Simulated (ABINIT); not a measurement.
# Quasiparticle gap of CdTe (F-43m) in ABINIT

Wanted: ground state, empty states, screening and self-energy for CdTe (F-43m).

Program: ABINIT 10.8.3. Level of theory: PBE and many-body steps on it, plane waves. Values are calculated unless marked as measured.

**Experimental background.**

- Gap 1.48 ± 0.02 eV: direct optical gap from Tauc analysis, 1.5 h deposition; UV-vis diffuse reflectance; film (electrodeposited 1.5 h on FTO, Te-rich) (“Electrodeposition of CdTe Thin Films for Solar Energy Water Splitting”, 2020, pmc:7177234).

- Gap 1.592 eV: near-band-edge L1 bound-exciton energy extrapolated to 0 K (Varshni), slightly below the true gap; temperature-dependent photoluminescence; 0 K; bulk crystal (vertical Bridgman single crystal) (“Photoluminescence characteristics of Cd1-xMnxTe single crystals grown by the vertical Bridgman method”, 2012, pmc:3275455).

- Gap 1.32 ± 0.02 eV: direct optical gap from Tauc analysis, 2.5 h deposition; UV-vis diffuse reflectance; film (electrodeposited 2.5 h on FTO, nearly stoichiometric) (“Electrodeposition of CdTe Thin Films for Solar Energy Water Splitting”, 2020, pmc:7177234).

### 1. The structure

Symmetry: F-43m, No. 216, cubic system. The conventional cell has a = 6.480 Å, b = 6.480 Å, c = 6.480 Å, α = 90.00°, β = 90.00°, γ = 90.00°. Nearest to Cd lie 4 Te at 2.81 Å. Te has 4 Cd at 2.81 Å nearest. Farther neighbours, and contacts between anions beyond the nearest, are not listed.

The cell and positions come from the Crystallography Open Database and are kept as given unless a step says otherwise.

### 2. Ground state

This step: ABINIT 10.8.3; DFT, PBE, plane waves, norm-conserving pseudopotentials.

The ground-state density comes first.

The input, run.abi:

```
acell 3*1.0 Angstrom
rprim 
  0.000000000000 3.240000000000 3.240000000000
  3.240000000000 0.000000000000 3.240000000000
  3.240000000000 3.240000000000 0.000000000000
ntypat 2
znucl 48 52
natom 2
typat 1 2
xred 
  0.000000000000 0.000000000000 0.000000000000
  0.250000000000 0.250000000000 0.250000000000
pp_dirpath "pseudos"
pseudos "Cd.upf, Te.upf"
ecut 47
ngkpt 6 6 6
nshiftk 1
shiftk 0 0 0
kptopt 1
chksymbreak 0
nband 27
occopt 1
tolvrs 1e-10
nstep 60
prtwf 0
optforces 0
optstress 0
indata_prefix "in"
outdata_prefix "out"
tmpdata_prefix "tmp"
```

Launch:

```bash
OMP_NUM_THREADS=1 mpirun -n 4 abinit run.abi > log
```

Output:

```text
.Version 10.8.3 of ABINIT. v10.8.2 released Aug 2026.

 Symmetries : space group F-4 3 m (#216); Bravais cF (face-center cubic)
================================================================================
 Values of the parameters that define the memory need of the present run
     intxc =       0    ionmov =       0      iscf =       7    lmnmax =       8
     lnmax =       8     mgfft =      54  mpssoang =       4    mqgrid =    3001
     natom =       2  nloc_mem =       1    nspden =       1   nspinor =       1
    nsppol =       1      nsym =      24    n1xccc =    2501    ntypat =       2
    occopt =       1   xclevel =       2
-    mband =          27        mffmem =           1         mkmem =           4
       mpw =        7099          nfft =      157464          nkpt =          16
================================================================================
  Rough estimation (10% accuracy) of disk space for files :
================================================================================

--------------------------------------------------------------------------------
------------- Echo of variables that govern the present computation ------------
--------------------------------------------------------------------------------
 -outvars: echo values of preprocessed input variables --------
            acell      1.8897261259E+00  1.8897261259E+00  1.8897261259E+00 Bohr

      chksymbreak           0
             ecut      4.70000000E+01 Hartree
-          fftalg         312

              ixc     -101130
              kpt      0.00000000E+00  0.00000000E+00  0.00000000E+00
                       1.66666667E-01  0.00000000E+00  0.00000000E+00
                       3.33333333E-01  0.00000000E+00  0.00000000E+00
                       5.00000000E-01  0.00000000E+00  0.00000000E+00
                       1.66666667E-01  1.66666667E-01  0.00000000E+00
                       3.33333333E-01  1.66666667E-01  0.00000000E+00
                       5.00000000E-01  1.66666667E-01  0.00000000E+00
                      -3.33333333E-01  1.66666667E-01  0.00000000E+00
                      -1.66666667E-01  1.66666667E-01  0.00000000E+00
   [... 5 further rows ...]
                      -3.33333333E-01  3.33333333E-01  1.66666667E-01
                      -3.33333333E-01  5.00000000E-01  1.66666667E-01
         kptrlatt        6    0    0      0    6    0      0    0    6
          kptrlen      5.19529396E+01
P           mkmem           4
            natom           2
            nband          27
            ngfft          54      54      54
             nkpt          16
            nstep          60
             nsym          24
           ntypat           2
              occ      2.000000  2.000000  2.000000  2.000000  2.000000  2.000000
                       2.000000  2.000000  2.000000  2.000000  2.000000  2.000000
                       2.000000  2.000000  2.000000  2.000000  2.000000  2.000000
                       2.000000  2.000000  2.000000  2.000000  0.000000  0.000000
[...]
optforces           0
        optstress           0
            prtwf           0
            rprim      0.0000000000E+00  3.2400000000E+00  3.2400000000E+00
[...]
spgroup         216

           tolvrs      1.00000000E-10

             xred      0.0000000000E+00  0.0000000000E+00  0.0000000000E+00
[...]
znucl       48.00000   52.00000

================================================================================

 chkinp: Checking input parameters for consistency.

================================================================================
== DATASET  1 ==================================================================
-   mpi_nproc: 4, omp_nthreads: 1 (-1 if OMP is not activated)

--- !DatasetInfo
iteration_state: {dtset: 1, }
dimensions: {natom: 2, nkpt: 16, mband: 27, nsppol: 1, nspinor: 1, nspden: 1, mpw: 7099, }
cutoff_energies: {ecut:  47.0, pawecutdg:  -1.0, }
electrons: {nelect:   4.40000000E+01, charge:   0.00000000E+00, occopt:   1.00000000E+00, tsmear:   1.00000000E-02, }

 Real(R)+Recip(G) space primitive vectors, cartesian coordinates (Bohr,Bohr^-1):
 R(1)=  0.0000000  6.1227126  6.1227126  G(1)= -0.0816631  0.0816631  0.0816631
 R(2)=  6.1227126  0.0000000  6.1227126  G(2)=  0.0816631 -0.0816631  0.0816631
 R(3)=  6.1227126  6.1227126  0.0000000  G(3)=  0.0816631  0.0816631 -0.0816631
 Unit cell volume ucvol=  4.5905173E+02 bohr^3
 Angles (23,13,12)=  6.00000000E+01  6.00000000E+01  6.00000000E+01 degrees

 getcut: wavevector=  0.0000  0.0000  0.0000  ngfft=  54  54  54
         ecut(hartree)=     47.000   => boxcut(ratio)=   2.02148

--- Pseudopotential description ------------------------------------------------
- Cd Generated using ONCVPSP code by D. R. Hamann
- 48.00000  20.00000  171031                  znucl, zion, pspdat
12 -101130 2 -1 1368                          pspcod,pspxc,lmax,lloc,mmax
     nproj     2     2     2     0
  pspatm : epsatm=   19.67729986
         --- l  ekb(1:nproj) -->
[...]
pspatm: atomic psp has been read  and splines computed

- Te Generated using ONCVPSP code by D. R. Hamann
- 52.00000  24.00000  220131                  znucl, zion, pspdat
12 -101130 3 -1 1294                          pspcod,pspxc,lmax,lloc,mmax
     nproj     2     2     2     2
  pspatm : epsatm=   28.89495404
         --- l  ekb(1:nproj) -->
[...]
pspatm: atomic psp has been read  and splines computed

   2.13717917E+03                                ecore*ucvol(ha*bohr**3)
--------------------------------------------------------------------------------

_setup2: Arith. and geom. avg. npw (full set) are    7068.301    7068.284

================================================================================

--- !BeginCycle
iteration_state: {dtset: 1, }
solver: {iscf: 7, nstep: 60, nline: 4, wfoptalg: 0, }
tolerances: {tolvrs: 1.00E-10, }

     iter   Etot(hartree)      deltaE(h)  residm     vres2
 ETOT  1  -455.01451075098    -4.550E+02 5.250E-01 3.250E+02
 ETOT  2  -455.67603146776    -6.615E-01 1.543E-02 1.512E+02
 ETOT  3  -455.69372177424    -1.769E-02 7.941E-04 3.237E+00
 ETOT  4  -455.69383783588    -1.161E-04 1.955E-04 1.309E+00
 ETOT  5  -455.69391768050    -7.984E-05 9.521E-05 1.957E-01
 ETOT  6  -455.69394047356    -2.279E-05 6.636E-05 1.669E-02
 ETOT  7  -455.69394135313    -8.796E-07 4.673E-05 7.624E-04
 ETOT  8  -455.69394139116    -3.803E-08 3.583E-05 2.327E-05
 ETOT  9  -455.69394139298    -1.820E-09 2.608E-05 1.724E-06
 ETOT 10  -455.69394139315    -1.739E-10 2.059E-05 8.402E-08
 ETOT 11  -455.69394139315     6.082E-12 1.461E-05 2.478E-09
 ETOT 12  -455.69394139313     1.506E-11 1.183E-05 2.398E-11

 At SCF step   12       vres2   =  2.40E-11 < tolvrs=  1.00E-10 =>converged.

--- !ResultsGS
iteration_state: {dtset: 1, }
comment   : Summary of ground state results
lattice_vectors:
- [  0.0000000,   6.1227126,   6.1227126, ]
- [  6.1227126,   0.0000000,   6.1227126, ]
- [  6.1227126,   6.1227126,   0.0000000, ]
lattice_lengths: [   8.65882,    8.65882,    8.65882, ]
lattice_angles: [ 60.000,  60.000,  60.000, ] # degrees, (23, 13, 12)
lattice_volume:   4.5905173E+02
convergence: {deltae:  1.506E-11, res2:  2.398E-11, residm:  1.183E-05, diffor:  0.000E+00, }
etotal    :  -4.55693941E+02
entropy   :   0.00000000E+00
fermie    :   1.98221920E-01
cartesian_stress_tensor: null
pressure_GPa: null
xred      :
- [  0.0000E+00,   0.0000E+00,   0.0000E+00, Cd]
- [  2.5000E-01,   2.5000E-01,   2.5000E-01, Te]
cartesian_forces: null
force_length_stats: {min: null, max: null, mean: null, }

 Integrated electronic density in atomic spheres:
 ------------------------------------------------
 Atom  Sphere_radius  Integrated_density
    1        2.00000         17.16315695
    2        2.00000         19.94816551
================================================================================

 ----iterations are completed or convergence reached----

 Mean square residual over all n,k,spin=   27.379E-09; max=  11.825E-06
 reduced coordinates (array xred) for    2 atoms
       0.000000      0.000000      0.000000
       0.250000      0.250000      0.250000
 rms dE/dt=  0.0000E+00; max dE/dt=  0.0000E+00; dE/dt below (all hartree)
    1       0.000000      0.000000      0.000000
    2       0.000000      0.000000      0.000000

 cartesian coordinates (angstrom) at end:
    1      0.000000     0.000000     0.000000
    2      1.620000     1.620000     1.620000
 length scales=  1.889726  1.889726  1.889726 bohr
              =  1.000000  1.000000  1.000000 angstroms
 prteigrs : about to open file out_EIG
 Fermi (or HOMO) energy (hartree) =   0.19822   Average Vxc (hartree)=  -0.33179
 Eigenvalues (hartree) for nkpt=  16  k points:
 kpt#   1, nband= 27, wtk=  0.00463, kpt=  0.0000  0.0000  0.0000 (reduced coord)
  -5.63480   -3.79831   -3.79831   -3.79831   -3.55711   -2.12531   -2.12531   -2.12531
  -1.12571   -1.12571   -1.12571   -1.12542   -1.12542   -0.21246   -0.10626   -0.10626
  -0.10626   -0.09670   -0.09670    0.19822    0.19822    0.19822    0.22653    0.36807
   0.36807    0.36807    0.47246
 prteigrs : prtvol=0 or 1, do not print more k-points.

--- !EnergyTerms
iteration_state     : {dtset: 1, }
comment             : Components of total free energy in Hartree
kinetic             :  1.564656E+02
hartree             :  1.703106E+02
xc                  : -6.035471E+01
Ewald energy        : -2.141487E+02
psp_core            :  4.655639E+00
local_psp           : -5.086249E+02
non_local_psp       : -3.997385E+00
total_energy        : -4.556939E+02
total_energy_eV     : -1.240006E+04
band_energy         : -6.584216E+01

== END DATASET(S) ==============================================================
================================================================================

 -outvars: echo values of variables after computation  --------
           etotal     -4.5569394139E+02
            nband          27
             nkpt          16
          spgroup         216
 [... the other variables as echoed above ...]

 Calculation completed.
```

Run time: 42 s. Hardware: 4 MPI ranks of Arm Neoverse V1, shared host; peak memory 0.47 GiB.

Numbers from this step:

- total energy: -12400.0638 eV
- gap: 0.7704 eV
- k of the valence top: 0, 0, 0
- k of the conduction bottom: 0, 0, 0
- least direct gap: 0.7704 eV

The gap is direct, at Γ.

(Continued in part 2 of 3.)

[Long decimals in the printed logs are rounded to 6 places.]

[Logs are printed without paths, hosts, clocks, repeated set-up lines and the standing remarks that a program may print on its own settings, such as how far it seeks lower states.]

[Paths, hosts, dates, memory and timing lines, banners, echoed tables and standing remarks are left out of the program output; an Ansatz launch command may be rebuilt from the run's recorded settings. Measured values are a selection of at most five: reports struck by readers or far from the other reports are left out. None is set beside runs whose start may be inverted or whose files or cutoffs have a known fault.]

[Runs of the session that timed out or met a known fault of the program may be left out.]

[Hosts, paths, dates, database ids (printed as entryN), source tags and the programs' standing remarks are cut or masked in the printed files.]

[G0W0 gaps are taken among the corrected bands and points alone; a level outside them can change the order at an edge.]

[Where Ansatz stands beside ABINIT at settings called matched, ABINIT's density can come from a denser mesh and the files from another edition; pairs whose starting gaps differed by over 0.03 eV were left out, so agreement reads better than it is.]
